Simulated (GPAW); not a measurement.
# Near-edge structure at the S K edge of In2Co3S2 (R-3m), part 2 of 2

What does one-electron theory with a core hole give for the S K edge of In2Co3S2 (R-3m)?

GPAW 26.7.0; X-ray absorption from dipole matrix elements to empty bands, plane-wave PAW LDA.

So far. Step 2 (The field without a hole): The mesh shows no gap, so the system is treated as a metal and the core electron is put at the Fermi level (neutral cell).

## 4. Spectrum with XCH, S atom 6

The holes are 5.3 Å apart. In GPAW the data set carries the hole's charge, so charge=0 means a charged cell and charge=-1 a neutral one. The excited electron is kept in the cell, where it fills the lowest empty states and screens the hole. After the field has converged, empty bands are computed with the density fixed and the dipole matrix elements are summed.

The absorber has 3 Co at 2.17 Å (pyramidal, site symmetry 3m).

File xas.py:

```python
import numpy as np
from ase import Atoms
from ase.parallel import parprint, paropen
from gpaw import GPAW, PW, FermiDirac, Mixer, MixerDif, setup_paths
from gpaw.test import gen
setup_paths.insert(0, '.')
gen('S', name='fch1s', xcname='LDA', corehole=(1, 0, 1), write_xml=True)
from gpaw.mpi import world
world.barrier()

atoms = Atoms('In2Co3S2',
    cell=[[5.31698926, 0, 0],
     [-2.65849463, -4.60464777, 0],
     [0, 3.06976518, -4.55529245]],
    scaled_positions=[[0.5, 0, 0.5],
     [0, 0, 0],
     [0, 0.5, 0.5],
     [0.5, 0.5, 0.5],
     [0, 0, 0.5],
     [0.721, 0.442, 0.163],
     [0.279, 0.558, 0.837]],
    magmoms=[0.0, 0.0, 3.0, 3.0, 3.0, 0.0, 0.0],
    pbc=True)
atoms.calc = calc = GPAW(legacy_gpaw=True, mode=PW(430, force_complex_dtype=True), xc='LDA', setups={5: 'fch1s'},
    kpts={'size': (4, 4, 4), 'gamma': True}, occupations=FermiDirac(0.1),
    charge=-1, mixer=MixerDif(0.05, 8, 50), maxiter=150,
    convergence={'density': 0.0001, 'eigenstates': 1e-6}, txt='scf.txt')
energy = atoms.get_potential_energy() + calc.get_reference_energy()
ef = calc.get_fermi_level()
out = dict(energy=energy, fermi=ef, forces=atoms.get_forces().tolist(), magmoms=atoms.get_magnetic_moments().tolist())
parprint(f'all-electron energy {energy:.4f} eV, Fermi level {ef:.4f} eV')
ev = np.array([[calc.get_eigenvalues(k, s) for k in range(len(calc.get_ibz_k_points()))] for s in range(calc.get_number_of_spins())])
out['homo'], out['lumo'], out['counts'] = ev[ev < ef].max(), ev[ev > ef].min(), sorted(set((ev < ef).sum((0, 2)).tolist()))
out['filled'] = (ev[:, 0] < ef).sum(1).tolist()

from ase.units import Ha
from gpaw.xas import dipole_matrix_elements
nb = int(calc.get_number_of_electrons() / 2) + 84
top, nb = nb, nb + 8 + nb // 12
nscf = calc.fixed_density(kpts={'size': (5, 5, 5), 'gamma': True}, nbands=nb,
    convergence={'bands': top, 'eigenstates': 1e-5}, maxiter=60, txt='nscf.txt')
cell = atoms.cell.array
ops = [cell.T @ U.T @ np.linalg.inv(cell.T) for U in nscf.wfs.kd.symmetry.op_scc]
E = np.arange(-6, 34, 0.1)
fwhm = np.interp(E, [4, 25], [0.9, 3.5])
Y, X, zero, highest = 0, 0, 1e9, 1e9
for spin in range(nscf.get_number_of_spins()):
    wfs = nscf.wfs
    A = dipole_matrix_elements(wfs.setups[5])
    eps = np.zeros((wfs.kd.nibzkpts, nb))
    d = np.zeros((3, A.shape[1], wfs.kd.nibzkpts, nb), complex)
    for kpt in wfs.kpt_u:
        if kpt.s == spin and 5 in kpt.P_ani:
            eps[kpt.k] = kpt.eps_n * Ha
            d[:, :, kpt.k] = (kpt.weight * wfs.nspins / 2) ** 0.5 * np.inner(A, kpt.P_ani[5])
    world.sum(eps)
    world.sum(d)
    T = np.einsum('amkn,bmkn->abkn', d, d.conj()).real
    T = sum(np.einsum('ai,ijkn,bj->abkn', R, T, R) for R in ops) / len(ops)
    empty = eps > ef
    zero, highest = min(zero, eps[empty].min()), min(highest, eps[:, top - 1].min())
    lines = [(eps, T, empty)] if spin == 0 else lines + [(eps, T, empty)]
for eps, T, empty in lines:
    f = np.einsum('aakn->akn', T).reshape(3, -1)
    x = eps.ravel() - zero
    w = np.interp(x, E, fwhm) / 2.35482
    g = np.exp(-0.5 * ((E[:, None] - x) / w) ** 2) / (w * (2 * np.pi) ** 0.5)
    Y = Y + (f * empty.ravel()) @ g.T
    X = X + (f * ~empty.ravel()) @ g.T
out.update(E=E.round(2).tolist(), xas=Y.tolist(), xes=X.tolist(), zero=zero, valid=highest - zero, nk=len(eps), nb=nb)
for i in range(0, len(E), 10):
    parprint(f'{E[i]:7.2f}', *(f'{v:10.3e}' for v in Y[:, i]))
import json
with paropen('out.json', 'w') as f:
    json.dump(out, f)
```

Started as:

```sh
OMP_NUM_THREADS=1 mpirun -n 2 gpaw python xas.py
```

Numbers of over 12 decimals in the logs are rounded to 6 here.

What it wrote:

```text
Input parameters:
  charge: -1
  convergence: {density: 0.0001,
                eigenstates: 1e-06}
  kpts: {gamma: True,
         size: (4, 4, 4)}
  maxiter: 150
  mixer: {backend: pulay,
          beta: 0.05,
          method: difference,
          nmaxold: 8,
          weight: 50}
  mode: {ecut: 430.0,
         force_complex_dtype: True,
         name: pw}
  occupations: {fixmagmom: False,
                name: fermi-dirac,
                width: 0.1}
  setups: {5: fch1s}

Initialize ...

[... PAW data sets ...]

Reference energy: -452347.518976  # eV

Spin-polarized calculation.
Initial magnetic moment: 9.000000

[... convergence settings ...]
Symmetries present (total): 2
  [... symmetry matrices ...]

64 k-points: 4 x 4 x 4 Monkhorst-Pack grid + [1/8,1/8,1/8]
24 k-points in the irreducible part of the Brillouin zone
       k-points in crystal coordinates                weights
   0:     0.00000000    0.00000000    0.00000000          1/64
   1:     0.00000000    0.00000000    0.25000000          2/64
   2:     0.00000000    0.00000000    0.50000000          1/64
   3:     0.00000000    0.25000000   -0.25000000          2/64
   4:     0.00000000    0.25000000    0.00000000          2/64
   5:     0.00000000    0.25000000    0.25000000          2/64
   6:     0.00000000    0.25000000    0.50000000          2/64
   7:     0.00000000    0.50000000    0.00000000          1/64
   8:     0.00000000    0.50000000    0.25000000          2/64
   9:     0.00000000    0.50000000    0.50000000          1/64
          ...
  23:     0.50000000    0.50000000    0.50000000          2/64

Wave functions: Plane wave expansion
  Cutoff energy: 430.000 eV
  Number of coefficients (min, max): 2223, 2272
  Pulay-stress correction: 0.000000 eV/Ang^3 (de/decut=0.000000)
  Using FFTW library
  Wavefunction extrapolation:
    Improved wavefunction reuse through dual PAW basis

Occupation numbers: Fermi-Dirac:
  width: 0.1000  # eV

Eigensolver
   Davidson(niter=2)

Densities:
  Coarse grid: 27*27*27 grid
  Fine grid: 54*54*54 grid
  Total Charge: 0.000000

Density mixing:
  Method: difference
  Backend: pulay
  Linear mixing parameter: 0.05
  old densities: 8
  Width of damping distribution: 1.1
  Damping of long wavelength oscillations: 50

[... Hamiltonian set-up ...]
Number of atoms: 7
Number of atomic orbitals: 53
Number of bands in calculation: 49
Number of valence electrons: 66
Bands to converge: occupied

... initialized

Initializing position-dependent things.

Density initialized from atomic densities
Creating initial wave functions:
  49 bands from LCAO basis set

           In
                 S
            Co     In
        Co    Co
           S

Atomic positions and initial magnetic moments

Positions:
   0 In     2.658495    1.534883   -2.277646    ( 0.0000,  0.0000,  0.0000)
   1 In     0.000000    0.000000    0.000000    ( 0.0000,  0.0000,  0.0000)
   2 Co    -1.329247   -0.767441   -2.277646    ( 0.0000,  0.0000,  3.0000)
   3 Co     1.329247   -0.767441   -2.277646    ( 0.0000,  0.0000,  3.0000)
   4 Co     0.000000    1.534883   -2.277646    ( 0.0000,  0.0000,  3.0000)
   5 S      2.658495   -1.534883   -0.742513    ( 0.0000,  0.0000,  0.0000)
   6 S      0.000000   -0.000000   -3.812780    ( 0.0000,  0.0000,  0.0000)

Unit cell:
           periodic     x           y           z      points  spacing
  1. axis:    yes    5.316989    0.000000    0.000000    27     0.1616
  2. axis:    yes   -2.658495   -4.604648    0.000000    27     0.1414
  3. axis:    yes    0.000000    3.069765   -4.555292    27     0.1687

  Lengths:   5.316989   5.316989   5.493100
  Angles:  118.945000  90.000000 120.000000

Effective grid spacing dv^(1/3) = 0.1783

iter:   1   -75.305748                   +9.0844
iter:   2   -76.322614   -0.46  -1.23    +4.4989
iter:   3   -75.263783   -0.84  -1.27    +1.6327
iter:   4   -75.144427   -2.07  -1.39    +1.2300
iter:   5   -74.543106   -1.81  -1.43    +1.0513
iter:   6   -74.559508   -1.94  -1.64    +0.5998
iter:   7   -74.538950c  -2.10  -1.72    +0.1582
iter:   8   -74.484058   -2.52  -2.05    +0.0810
iter:   9   -74.467539   -3.25  -2.28    +0.0017
iter:  10   -74.457767c  -3.22  -2.38    -0.0084
iter:  11   -74.455931c  -4.01  -2.76    -0.0089
iter:  12   -74.455806c  -4.29  -3.08    -0.0103
iter:  13   -74.455604c  -4.83  -3.28    -0.0156
iter:  14   -74.455255c  -4.90  -3.41    -0.0159
iter:  15   -74.455257c  -5.73  -3.87    -0.0164
iter:  16   -74.455277c  -6.55c -3.93    -0.0170
iter:  17   -74.455263c  -6.79c -3.98    -0.0174
iter:  18   -74.455242c  -6.48c -4.17c   -0.0179

Converged after 18 iterations.

Dipole moment: (0.045255, 0.081420, -0.088017) |e|*Ang

Total magnetic moment: (0.000000, 0.000000, -0.017870)
Local magnetic moments:
   0 In ( 0.000000,  0.000000, -0.000196)
   1 In ( 0.000000,  0.000000,  0.000265)
   2 Co ( 0.000000,  0.000000,  0.001035)
   3 Co ( 0.000000,  0.000000,  0.001035)
   4 Co ( 0.000000,  0.000000,  0.001048)
   5 S  ( 0.000000,  0.000000, -0.047630)
   6 S  ( 0.000000,  0.000000,  0.004210)

Energy contributions relative to reference atoms: (reference = -452347.518976)

Kinetic:        +76.260769
Potential:      -68.631708
External:        +0.000000
XC:             -82.847586
Entropy (-ST):   -0.131603
Local:           +0.829084
SIC:             +0.000000
--------------------------
Free energy:    -74.521044
Extrapolated:   -74.455242

Spin contamination: 0.738114 electrons
Showing only first 2 kpts
                      Up                     Down
 Kpt  Band  Eigenvalues  Occupancy  Eigenvalues  Occupancy
  0    31      8.15608    0.98906      8.15624    0.98904
  0    32      8.15631    0.98903      8.15647    0.98901
  0    33      8.76228    0.17393      8.74342    0.20270
  0    34      8.76286    0.17309      8.74399    0.20178

  1    31      8.15069    0.98962      8.14948    0.98975
  1    32      8.15083    0.98961      8.14963    0.98973
  1    33      8.82430    0.10172      8.82379    0.10219
  1    34      9.11978    0.00586      9.09726    0.00733

Fermi level: 8.60647

No gap
No difference between direct/indirect transitions

Forces in eV/Ang:
  0 In    0.00000   -0.00005    0.14390
  1 In    0.00000    0.00009    0.13396
  2 Co    0.34781    0.20062   -0.62828
  3 Co   -0.34781    0.20062   -0.62828
  4 Co    0.00000   -0.40130   -0.62803
  5 S     0.00000   -0.00013   -0.48841
  6 S     0.00000    0.00030    2.07331
Scalar-relativistic atomic LDA calculation for S (Sulfur, Z=16)
Core hole in 1s state (1s occupation: 1.0)
450 radial gridpoints.
|------------------------------------------------|
|------------------------------------------------|
[... the atom generator's iteration count ...]

Energy contributions:
-------------------------
Kinetic:     +307.027779
XC:           -20.036781
Potential:   -593.463960
-------------------------
Total:       -306.472962

state      eigenvalue         ekin         rmax
-----------------------------------------------
1s^1.0 :   -94.587655   125.271961        0.063
2s^2.0 :    -9.346963    20.537295        0.374
2p^6.0 :    -7.528664    20.376522        0.303
3s^2.0 :    -1.141348     3.532854        1.290
3p^4.0 :    -0.722112     2.839097        1.384
-----------------------------------------------
(units: Bohr and Hartree)

Generating PAW setup
Kinetic energy of the core from tauc = 289.375410
Cutoffs:
rc(s)=1.840
rc(p)=1.850
rc(d)=1.700
rc(vbar)=1.720
rc(comp)=1.430
rc(nct)=1.850

Kinetic energy of the core states: 288.605682
Charge: 1.0
Core electrons: 9.0
Valence electrons: 6.0
Pseudo-core charge: 0.024693
Shape function alpha=4.890
Pseudo-electron charge 6.344591
state    eigenvalue         norm
--------------------------------
3s(2) :    -1.141348     1.235204
*s    :    -0.141348
3p(4) :    -0.722112     0.962372
*p    :     0.277888
*d    :     0.000000
--------------------------------

Diagonalizing with gridspacing h=0.050

state   all-electron     PAW
-------------------------------
3s:      -1.141348    -1.142157
3p:      -0.722112    -0.722797
*d:                   -0.153507
*f:                   -0.016109
-------------------------------
all-electron energy -452421.9742 eV, Fermi level 8.6065 eV
  -6.00  1.048e-60  1.051e-60  1.607e-61
  -5.00  2.552e-44  2.558e-44  3.856e-45
  -4.00  6.819e-31  6.834e-31  9.983e-32
  -3.00  2.070e-20  2.074e-20  2.827e-21
  -2.00  7.833e-13  7.848e-13  9.103e-14
  -1.00  4.634e-08  4.641e-08  3.803e-09
  -0.00  6.879e-06  6.882e-06  4.216e-07
[...]
31.00  3.662e-06  3.662e-06  4.277e-06
  32.00  4.202e-06  4.202e-06  4.439e-06
  33.00  4.813e-06  4.813e-06  4.535e-06
```

Elapsed: 8.8 min, on 2 MPI ranks of Arm Neoverse V2, shared host; peak memory 0.64 GiB.

The S K spectrum, S atom 6, excited-electron core hole (neutral cell) (energy from the lowest empty level; intensity scaled to a mean of 1 over the first 20 eV; polarised curves are means over the symmetry-equivalent atoms):

```
E (eV)  isotropic  ε ⊥ c  ε ∥ c
  -2.0       0.00   0.00   0.00
  -1.5       0.00   0.00   0.00
  -1.0       0.01   0.01   0.00
  -0.5       0.15   0.21   0.01
   0.0       0.89   1.29   0.08
   0.5       1.54   2.21   0.22
   1.0       1.11   1.40   0.52
   1.5       1.09   1.11   1.07
   2.0       1.28   1.22   1.41
   2.5       1.29   1.17   1.55
   3.0       1.13   1.10   1.20
   3.5       1.39   1.47   1.25
   4.0       1.65   1.46   2.03
   4.5       1.21   0.92   1.77
   5.0       0.75   0.50   1.26
   5.5       0.51   0.32   0.88
   6.0       0.50   0.37   0.77
   6.5       0.59   0.50   0.77
   7.0       0.77   0.67   0.97
   7.5       0.93   0.86   1.09
   8.0       1.01   1.00   1.03
   8.5       1.03   1.04   1.00
   9.0       0.99   0.97   1.03
   9.5       0.93   0.86   1.07
  10.0       0.90   0.78   1.15
  10.5       0.87   0.72   1.17
  11.0       0.83   0.69   1.11
  11.5       0.80   0.69   1.03
  12.0       0.81   0.73   0.98
  12.5       0.86   0.79   0.98
  13.0       0.95   0.91   1.01
  13.5       1.06   1.07   1.05
  14.0       1.16   1.22   1.05
  14.5       1.20   1.29   1.02
  15.0       1.17   1.28   0.95
  15.5       1.11   1.22   0.88
  16.0       1.05   1.17   0.82
  16.5       1.01   1.12   0.78
  17.0       0.97   1.08   0.75
  17.5       0.93   1.03   0.74
  18.0       0.90   0.99   0.73
  18.5       0.89   0.97   0.74
  19.0       0.90   0.97   0.77
  19.5       0.91   0.97   0.81
  20.0       0.92   0.96   0.86
  20.5       0.93   0.94   0.92
  21.0       0.95   0.92   0.99
  21.5       0.96   0.91   1.06
  22.0       0.98   0.91   1.12
  22.5       0.98   0.91   1.14
  23.0       0.97   0.89   1.12
  23.5       0.94   0.87   1.07
  24.0       0.89   0.83   1.01
  24.5       0.84   0.80   0.93
  25.0       0.80   0.76   0.87
  25.5       0.76   0.74   0.82
  26.0       0.73   0.71   0.78
  26.5       0.71   0.69   0.74
  27.0       0.68   0.66   0.72
  27.5       0.66   0.64   0.71
  28.0       0.65   0.62   0.70
  28.5       0.64   0.60   0.71
  29.0       0.64   0.60   0.72
  29.5       0.65   0.60   0.74
  30.0       0.67   0.62   0.76
  30.5       0.69   0.65   0.78
  31.0       0.73   0.69   0.80
  31.5       0.76   0.73   0.82
  32.0       0.80   0.79   0.83
```

Main maxima below 24 eV (height): 0.5 eV (1.54), 2.4 eV (1.30), 3.9 eV (1.68), 8.4 eV (1.03), 14.5 eV (1.20) and 22.4 eV (0.98). A K edge sees empty p states; the first features are S p mixed into the empty d states of the Co neighbours, and the broad ones above probably into the cations' higher empty bands.

The total-energy difference is 2457.11 eV. The functional leaves an error in such absolute values: in the free atom LDA prices this hole 9.1 eV below PBE (computed apart), and PBE is itself good to a few eV.

## 5. Spectrum with XCH, S atom 6

This attempt departs from the first core-hole run: charge keyword to -2.

xas.py: that of step 4 with these lines changed.

```diff
@@ -25,3 +25,3 @@
     kpts={'size': (4, 4, 4), 'gamma': True}, occupations=FermiDirac(0.1),
-    charge=-1, mixer=MixerDif(0.05, 8, 50), maxiter=150,
+    charge=-2, mixer=MixerDif(0.05, 8, 50), maxiter=150,
     convergence={'density': 0.0001, 'eigenstates': 1e-6}, txt='scf.txt')
```

What it wrote:

```text
Input parameters:
  charge: -2
  convergence: {density: 0.0001,
                eigenstates: 1e-06}
  kpts: {gamma: True,
         size: (4, 4, 4)}
  maxiter: 150
  mixer: {backend: pulay,
          beta: 0.05,
          method: difference,
          nmaxold: 8,
          weight: 50}
  mode: {ecut: 430.0,
         force_complex_dtype: True,
         name: pw}
  occupations: {fixmagmom: False,
[...]
3s:      -1.141348    -1.142157
3p:      -0.722112    -0.722797
*d:                   -0.153507
*f:                   -0.016109
-------------------------------
all-electron energy -452413.1026 eV, Fermi level 9.0703 eV
  -6.00  1.703e-60  1.708e-60  2.999e-62
  -5.00  4.409e-44  4.419e-44  9.107e-46
  -4.00  1.264e-30  1.266e-30  3.027e-32
  -3.00  4.090e-20  4.094e-20  1.128e-21
[...]
32.00  4.524e-06  4.524e-06  4.505e-06
  33.00  5.152e-06  5.152e-06  4.574e-06
[key lines of the parts left out:]
Converged after 19 iterations.
Dipole moment: (0.080696, 0.093167, -0.075921) |e|*Ang
Free energy:    -65.671337
Fermi level: 9.07030
```

It took 8.8 min on 2 MPI ranks; peak memory 0.61 GiB.

The run finished. A setting was moved off its sound value on purpose, so it serves as a test and not as the result.

The fault put into the input: the charge keyword adds two electrons for one core hole.

The scaled spectrum changes by 13 % r.m.s. A shift of -0.2 eV leaves 8 %. The highest intensity below 16 eV goes from 3.9 eV (1.68) to 3.4 eV (1.68).

```
E (eV)  first run  this run
  -2.0       0.00      0.00
  -0.5       0.15      0.22
   1.0       1.11      1.02
   2.5       1.29      1.25
   4.0       1.65      1.29
   5.5       0.51      0.51
   7.0       0.77      0.94
   8.5       1.03      1.00
  10.0       0.90      0.88
  11.5       0.80      0.82
  13.0       0.95      1.08
  14.5       1.20      1.18
  16.0       1.05      1.02
  17.5       0.93      0.90
  19.0       0.90      0.92
  20.5       0.93      0.95
  22.0       0.98      0.99
  23.5       0.94      0.89
  25.0       0.80      0.76
  26.5       0.71      0.68
  28.0       0.65      0.64
  29.5       0.65      0.67
  31.0       0.73      0.77
```

## 6. Results

* absorber and edge: S K, atom 6 of the ground-state input (counted from 1)
* surroundings: 3 Co at 2.17 Å (pyramidal, site symmetry 3m)
* highest intensity below 16 eV: 3.9 eV above the zero, height 1.68
* photon energy of the zero (spin-polarised hole, raw): 2457.1 eV (LDA puts this hole about 9 eV below PBE, itself good to a few eV)

In words: The S K edge of atom 6, with 3 Co at 2.17 Å (pyramidal, site symmetry 3m), has its highest intensity of the first 16 eV at 3.9 eV above the zero, near 2461 eV in photon energy (LDA puts this hole about 9 eV below PBE, itself good to a few eV), 1.7 times the mean level of the first 20 eV (Gaussian full width 0.9 eV up to 4 eV, rising linearly to 3.5 eV at 25 eV). At the S K edge of atom 6 polarisation matters most near 0.4 eV, where the curves differ by 2.0 on this scale. 1 further run of this session is left out of this account as redundant. The hole lies in one spin channel, while the script sums the empty states of both and takes the lower zero; where the two channels are split, this blurs and shifts the curve. The unit cell's mesh shows no gap over 0.35 eV. That is right for a metallic compound; for a small-gap or correlated insulator it would be the fault of the functional or of the assumed magnetic order, and the hole would be screened too well. The starting moments shrank to 0.00 μB or less, so this is hardly a magnetic state. The holes are only 5.3 Å apart, so the shape is probably not converged with cell size; no larger cell was run here. The mesh is coarse (0.33 Å⁻¹ between points), so small maxima may be mesh ripples. The structure is a published determination, not relaxed.

[Banner, clock and machine lines of the logs are left out without a mark of their own.]

[Logs are printed without paths, hosts, clocks, repeated set-up lines and the standing remarks that a program may print on its own settings, such as how far it seeks lower states.]

[Hosts, paths, dates, database ids (printed as entryN), source tags and the programs' standing remarks are cut or masked in the printed files.]

[Lists of maxima count a maximum above −3 eV only where it reaches 4 % of the highest in the window and stands out from its surroundings by 2 % of it (1.5 % where it reaches 55 %); shoulders and weaker maxima are passed over, and of the rest the first, up to two pre-edge ones and the few strongest are named.]
